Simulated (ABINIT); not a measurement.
Records of electronic-structure calculations.

### GaN (P6_3mc): G0W0 with ABINIT, start to end

Symmetry: P6_3mc, No. 186, hexagonal system. The conventional cell has a = 3.190 Å, b = 3.190 Å, c = 5.189 Å, α = 90.00°, β = 90.00°, γ = 120.00°. Nearest to Ga lie 4 N at 1.95 Å. Nearest to N lie 4 Ga at 1.95 Å. Farther neighbours, and contacts between anions beyond the nearest, are not listed.

* method: RPA screening on PBE, plane waves, norm-conserving pseudopotentials (and 2 further levels or steps)
* program: ABINIT 10.8.3
* settings: cutoff 45 Ha, PseudoDojo scalar-relativistic 0.4 stringent, norm-conserving, potential set dojo-sr-pbe-0.4-stringent, ngkpt (6, 6, 4), nband 246, ecuteps 10.2 Ha, inclvkb 2, shiftk (0, 0, 0), symchi 1, awtr 1, frequency ppm, 6×6×4 k-mesh
* cost: 5 runs, 49 min in all on 8 MPI ranks of Arm Neoverse N1, shared host
* notes: The database entry behind the starting cell has ideal inner coordinates that were not refined. The program’s warnings: nkpt*nsppol () is not a multiple of nproc spkpt (). The cell and positions come from the Crystallography Open Database and are kept as given unless a step says otherwise. Limits: no spin-orbit coupling.
* PBE gap: 1.92 eV, direct
* G0W0 gap on the mesh: 2.80 eV
* GW settings: 6×6×4 mesh, 246 bands, screening to 277.6 eV, Godby-Needs plasmon pole
* known limits: short of the basis limit; no spin-orbit coupling

G0W0 moves the gap on the mesh from 1.92 eV to 2.80 eV (+0.88 eV), with Z of 0.80 and 0.82 at the edges. Local fields lower the RPA ε∞ on this mesh from 6.32 to 5.86.

[Paths, hosts, dates, memory and timing lines, banners, echoed tables and standing remarks are left out of the program output; an Ansatz launch command may be rebuilt from the run's recorded settings. Measured values are a selection of at most five: reports struck by readers or far from the other reports are left out. None is set beside runs whose start may be inverted or whose files or cutoffs have a known fault.]

[Runs of the session that timed out or met a known fault of the program may be left out.]

[Hosts, paths, dates, database ids (printed as entryN), source tags and the programs' standing remarks are cut or masked in the printed files.]

[G0W0 gaps are taken among the corrected bands and points alone; a level outside them can change the order at an edge.]

[Where Ansatz stands beside ABINIT at settings called matched, ABINIT's density can come from a denser mesh and the files from another edition; pairs whose starting gaps differed by over 0.03 eV were left out, so agreement reads better than it is.]
